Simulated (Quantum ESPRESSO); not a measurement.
# Ni3Pt: parallel and opposed starts

A self-consistent run ends on one state, which hangs on the start. Several orders of Ni3Pt are started in Quantum ESPRESSO and their energies compared.

Calculated with Quantum ESPRESSO 7.5; LDA; plane waves with GBRV 1.5 LDA potentials, no spin-orbit coupling.

## Step 1: The starting structure

It takes space group Pm-3m (No. 221, cubic). Conventional cell: a = 3.625 Å, b = 3.625 Å, c = 3.625 Å, α = 90.00°, β = 90.00°, γ = 90.00°. Ni has 8 Ni at 2.56 Å and 4 Pt at 2.56 Å nearest. Nearest to Pt lie 12 Ni at 2.56 Å. Farther neighbours are not listed.

The cell comes from Materials Project 2023-11-01, a database of computed structures, and need not be the stable phase.

## Step 2: Start 1: ferro +++

The signs are those of the starting moments on the seeded atoms, the atoms that are given a moment.

ASE passes magmoms on as starting_magnetization. pw.x reads values of 1 or more as Bohr magnetons; where all are smaller, it reads them as fractions of the valence charge.

Contents of pw.py:

```python
from ase import Atoms
from ase.calculators.espresso import Espresso, EspressoProfile

atoms = Atoms(['Ni', 'Ni', 'Ni', 'Pt'],
    cell=[[3.62456679, 0.0, 0.0],
         [0.0, 3.62456679, 0.0],
         [0.0, 0.0, 3.62456679]],
    scaled_positions=[[0.5, 0.0, 0.5],
         [0.0, 0.5, 0.5],
         [0.5, 0.5, 0.0],
         [0.0, 0.0, 0.0]],
    pbc=True,
    magmoms=[1.0, 1.0, 1.0, 0.0])
input_data = {
    'control': {'calculation': 'scf', 'prefix': 'pwscf', 'outdir': './tmp', 'disk_io': 'nowf', 'tprnfor': True, 'tstress': True},
    'system': {'ecutwfc': 40.0, 'ecutrho': 280.0, 'nbnd': 46, 'occupations': 'smearing', 'smearing': 'fd', 'degauss': 0.00734986, 'nspin': 2},
    'electrons': {'conv_thr': 8e-09, 'electron_maxstep': 150, 'mixing_beta': 0.3},
}
atoms.calc = Espresso(
    profile=EspressoProfile(command='mpirun -n 2 pw.x -nk 2', pseudo_dir='pseudo'),
    pseudopotentials={'Ni': 'ni_lda_v1.4.uspp.F.UPF', 'Pt': 'pt_lda_v1.4.uspp.F.UPF'},
    input_data=input_data,
    kpts=(8, 8, 8),
    koffset=(0, 0, 0))
atoms.get_potential_energy()
energy = atoms.calc.results['free_energy']
print(f'free energy: {energy:.6f} eV')
print('site moments (muB):', atoms.get_magnetic_moments().round(3))
```

Contents of espresso.pwi:

```
&CONTROL
   calculation      = 'scf'
   tstress          = .true.
   tprnfor          = .true.
   outdir           = './tmp'
   prefix           = 'pwscf'
   disk_io          = 'nowf'
   pseudo_dir       = 'pseudo'
/
&SYSTEM
   nbnd             = 46
   ecutwfc          = 40.0
   ecutrho          = 280.0
   occupations      = 'smearing'
   degauss          = 0.00734986
   smearing         = 'fd'
   nspin            = 2
   starting_magnetization(1) = 1.0
   starting_magnetization(2) = 0.0
   ntyp             = 2
   nat              = 4
   ibrav            = 0
/
&ELECTRONS
   electron_maxstep = 150
   conv_thr         = 8e-09
   mixing_beta      = 0.3
/
&IONS
/
&CELL
/
&FCP
/
&RISM
/
ATOMIC_SPECIES
Ni  58.6934 ni_lda_v1.4.uspp.F.UPF
Pt  195.084 pt_lda_v1.4.uspp.F.UPF

K_POINTS automatic
8 8 8  0 0 0

CELL_PARAMETERS angstrom
3.62456679000000 0.00000000000000 0.00000000000000
0.00000000000000 3.62456679000000 0.00000000000000
0.00000000000000 0.00000000000000 3.62456679000000

ATOMIC_POSITIONS angstrom
Ni  1.8122833950 0.0000000000 1.8122833950  
Ni  0.0000000000 1.8122833950 1.8122833950  
Ni  1.8122833950 1.8122833950 0.0000000000  
Pt  0.0000000000 0.0000000000 0.0000000000
```

Started as:

```bash
> OMP_NUM_THREADS=1 python3 pw.py > pw.log
```

What it wrote:

```text
free energy: -16876.719862 eV
site moments (muB): [0.644 0.644 0.644 0.288]

--- espresso.pwo ---
Program PWSCF v.7.5 starts

Warning: card &CELL ignored
Warning: card &FCP ignored
Warning: card &RISM ignored

     Message from routine setup:
     using ibrav=0 with symmetry is DISCOURAGED, use correct ibrav instead

     K-points division:     npool     =       2
     Subspace diagonalization in iterative solution of the eigenvalue problem:

     G-vector sticks info
     --------------------
     sticks:   dense  smooth     PW     G-vecs:    dense   smooth      PW
     Sum        1041     593    185                25413    11067    1935

     Using Slab Decomposition

     bravais-lattice index     =            0
     lattice parameter (alat)  =       6.8494  a.u.
     unit-cell volume          =     321.3401 (a.u.)^3
     number of atoms/cell      =            4
     number of atomic types    =            2
     number of electrons       =        70.00
     number of Kohn-Sham states=           46
     kinetic-energy cutoff     =      40.0000  Ry
     charge density cutoff     =     280.0000  Ry
     scf convergence threshold =      8.0E-09
     mixing beta               =       0.3000
     number of iterations used =            8  plain     mixing
     Exchange-correlation=  SLA  PZ   NOGX NOGC
                           (   1   1   0   0   0   0   0)

     celldm(1)=   6.849439  celldm(2)=   0.000000  celldm(3)=   0.000000
     celldm(4)=   0.000000  celldm(5)=   0.000000  celldm(6)=   0.000000

     crystal axes: (cart. coord. in units of alat)
               a(1) = (   1.000000   0.000000   0.000000 )
               a(2) = (   0.000000   1.000000   0.000000 )
               a(3) = (   0.000000   0.000000   1.000000 )

     reciprocal axes: (cart. coord. in units 2 pi/alat)
               b(1) = (  1.000000  0.000000  0.000000 )
               b(2) = (  0.000000  1.000000  0.000000 )
               b(3) = (  0.000000  0.000000  1.000000 )

     PseudoPot. # 1 for Ni read from file:
     ni_lda_v1.4.uspp.F.UPF
     Pseudo is Ultrasoft + core correction, Zval = 18.0
     Generated by new atomic code, or converted to UPF format
     Using radial grid of  865 points,  6 beta functions with:
                l(1) =   0
                l(2) =   0
                l(3) =   1
                l(4) =   1
                l(5) =   2
                l(6) =   2
     Q(r) pseudized with 10 coefficients,  rinner =    0.980   0.980   0.980
                                                       0.980   0.980

     PseudoPot. # 2 for Pt read from file:
     pt_lda_v1.4.uspp.F.UPF
     Pseudo is Ultrasoft + core correction, Zval = 16.0
     Generated by new atomic code, or converted to UPF format
     Using radial grid of  985 points,  6 beta functions with:
                l(1) =   0
                l(2) =   0
                l(3) =   1
                l(4) =   1
                l(5) =   2
                l(6) =   2
     Q(r) pseudized with  8 coefficients,  rinner =    1.300   1.300   1.300
                                                       1.300   1.300

     atomic species   valence    mass     pseudopotential
     Ni               18.00    58.69340     Ni( 1.00)
     Pt               16.00   195.08400     Pt( 1.00)

     Starting magnetic structure
     atomic species   magnetization
     Ni              0.056
     Pt              0.000

     48 Sym. Ops., with inversion, found

   Cartesian axes

     site n.     atom                  positions (alat units)
         1        Ni     tau(   1) = (   0.5000000   0.0000000   0.5000000  )
         2        Ni     tau(   2) = (   0.0000000   0.5000000   0.5000000  )
         3        Ni     tau(   3) = (   0.5000000   0.5000000   0.0000000  )
         4        Pt     tau(   4) = (   0.0000000   0.0000000   0.0000000  )

     number of k points=    35  Fermi-Dirac smearing, width (Ry)=  0.0073
                       cart. coord. in units 2pi/alat
        k(    1) = (   0.0000000   0.0000000   0.0000000), wk =   0.0019531
        k(    2) = (   0.0000000   0.0000000   0.1250000), wk =   0.0117188
        k(    3) = (   0.0000000   0.0000000   0.2500000), wk =   0.0117188
        k(    4) = (   0.0000000   0.0000000   0.3750000), wk =   0.0117188
        k(    5) = (   0.0000000   0.0000000  -0.5000000), wk =   0.0058594
        [... 30 further k-points ...]

     Dense  grid:    25413 G-vectors     FFT dimensions: (  40,  40,  40)

     Smooth grid:    11067 G-vectors     FFT dimensions: (  27,  27,  27)

     Check: negative core charge=   -0.000013
     Generating pointlists ...
     new r_m :   0.2917 (alat units)  1.9979 (a.u.) for type    1
     new r_m :   0.2917 (alat units)  1.9979 (a.u.) for type    2

     Initial potential from superposition of free atoms

     starting charge      63.5000, renormalised to      70.0000

     negative rho (up, down):  9.728E-02 9.728E-02
     Starting wfcs are   51 randomized atomic wfcs

     Self-consistent Calculation

     iteration #  1     ecut=    40.00 Ry     beta= 0.30
     Davidson diagonalization with overlap
     ethr =  1.00E-02,  avg # of iterations =  3.7

     negative rho (up, down):  9.139E-02 9.122E-02

     total energy              =   -1218.98184898 Ry
     estimated scf accuracy    <      87.23362696 Ry

     total magnetization       =     0.92 Bohr mag/cell
     absolute magnetization    =     0.97 Bohr mag/cell

     iteration #  2     ecut=    40.00 Ry     beta= 0.30
     Davidson diagonalization with overlap
     ethr =  1.00E-02,  avg # of iterations =  3.1

     negative rho (up, down):  8.624E-02 8.610E-02

     total energy              =   -1235.31716020 Ry
     estimated scf accuracy    <      41.28947414 Ry

     total magnetization       =     0.11 Bohr mag/cell
     absolute magnetization    =     0.18 Bohr mag/cell

     iteration #  3     ecut=    40.00 Ry     beta= 0.30
     Davidson diagonalization with overlap
     ethr =  1.00E-02,  avg # of iterations =  2.1

     negative rho (up, down):  8.576E-02 8.537E-02

     total energy              =   -1240.30054931 Ry
     estimated scf accuracy    <       0.83792251 Ry

     total magnetization       =     2.42 Bohr mag/cell
     absolute magnetization    =     2.55 Bohr mag/cell

     [... further iterations left out ...]

     iteration # 11     ecut=    40.00 Ry     beta= 0.30
     Davidson diagonalization with overlap
     ethr =  1.24E-07,  avg # of iterations =  1.0

     negative rho (up, down):  8.400E-02 8.159E-02

     total energy              =   -1240.41613618 Ry
     estimated scf accuracy    <       0.00007339 Ry

     total magnetization       =     2.13 Bohr mag/cell
     absolute magnetization    =     2.32 Bohr mag/cell

     iteration # 12     ecut=    40.00 Ry     beta= 0.30
     Davidson diagonalization with overlap
     ethr =  1.05E-07,  avg # of iterations =  1.1

     negative rho (up, down):  8.401E-02 8.159E-02

     total energy              =   -1240.41613781 Ry
     estimated scf accuracy    <       0.00001026 Ry

     total magnetization       =     2.14 Bohr mag/cell
     absolute magnetization    =     2.33 Bohr mag/cell

     iteration # 13     ecut=    40.00 Ry     beta= 0.30
     Davidson diagonalization with overlap
     ethr =  1.47E-08,  avg # of iterations =  1.5

     negative rho (up, down):  8.400E-02 8.159E-02

     total energy              =   -1240.41613943 Ry
     estimated scf accuracy    <       0.00000011 Ry

     total magnetization       =     2.15 Bohr mag/cell
     absolute magnetization    =     2.33 Bohr mag/cell

     iteration # 14     ecut=    40.00 Ry     beta= 0.30
     Davidson diagonalization with overlap
     ethr =  1.52E-10,  avg # of iterations =  2.5

     negative rho (up, down):  8.400E-02 8.160E-02

     Magnetic moment per site  (integrated on atomic sphere of radius R)
     atom   1 (R=0.292)  charge= 16.8655  magn=  0.6444
     atom   2 (R=0.292)  charge= 16.8655  magn=  0.6444
     atom   3 (R=0.292)  charge= 16.8655  magn=  0.6444
     atom   4 (R=0.292)  charge= 13.4002  magn=  0.2879

     End of self-consistent calculation

     [... lines left out ...]
     the Fermi energy is    18.9903 ev

!    total energy              =   -1240.41613946 Ry
     estimated scf accuracy    <          5.8E-09 Ry
     smearing contrib. (-TS)   =      -0.01602507 Ry
     internal energy E=F+TS    =   -1240.40011439 Ry

     The total energy is F=E-TS. E is the sum of the following terms:
     one-electron contribution =    -614.15047731 Ry
     hartree contribution      =     356.69540914 Ry
     xc contribution           =    -161.96967361 Ry
     ewald contribution        =    -820.97537261 Ry

     total magnetization       =     2.15 Bohr mag/cell
     absolute magnetization    =     2.33 Bohr mag/cell

     convergence has been achieved in  14 iterations

     negative rho (up, down):  8.400E-02 8.160E-02

     Forces acting on atoms (cartesian axes, Ry/au):

     atom    1 type  1   force =     0.00000000    0.00000000    0.00000000
     atom    2 type  1   force =     0.00000000    0.00000000    0.00000000
     atom    3 type  1   force =     0.00000000    0.00000000    0.00000000
     atom    4 type  2   force =     0.00000000    0.00000000    0.00000000

     Total force =     0.000000     Total SCF correction =     0.000000

     Computing stress (Cartesian axis) and pressure

     negative rho (up, down):  8.400E-02 8.160E-02
          total   stress  (Ry/bohr**3)                   (kbar)     P=     -166.18
  -0.00112967   0.00000000   0.00000000         -166.18        0.00        0.00
   0.00000000  -0.00112967   0.00000000            0.00     -166.18        0.00
   0.00000000   0.00000000  -0.00112967            0.00        0.00     -166.18

=------------------------------------------------------------------------------=
   JOB DONE.
=------------------------------------------------------------------------------=
```

It took 56 s on 2 MPI ranks of Arm Neoverse V1, shared host; peak memory 0.35 GiB.

Spin moment in the atom's sphere by atom:

```
atom  spin moment in the atom's sphere (μB)
 Ni1                                  0.644
 Ni2                                  0.644
 Ni3                                  0.644
 Pt4                                  0.288
```

Read from the output:

```
smearing term TS       : 0.2180 eV
pressure               : -16.62 GPa
magnetization          : 2.145 μB
absolute magnetization : 2.333 μB
final state            : ferromagnetic
```

(Continued in part 2 of 3.)

[Logs and program files are shortened in this print: banners, set-up blocks, solver, clock and traceback lines can be left out without a mark of their own.]

[Logs are printed without paths, hosts, clocks, repeated set-up lines and the standing remarks that a program may print on its own settings, such as how far it seeks lower states.]

[Hosts, paths, dates, database ids (printed as entryN), source tags and the programs' standing remarks are cut or masked in the printed files.]

[Where a cell is said to come from a database of computed structures, the database is the Materials Project.]
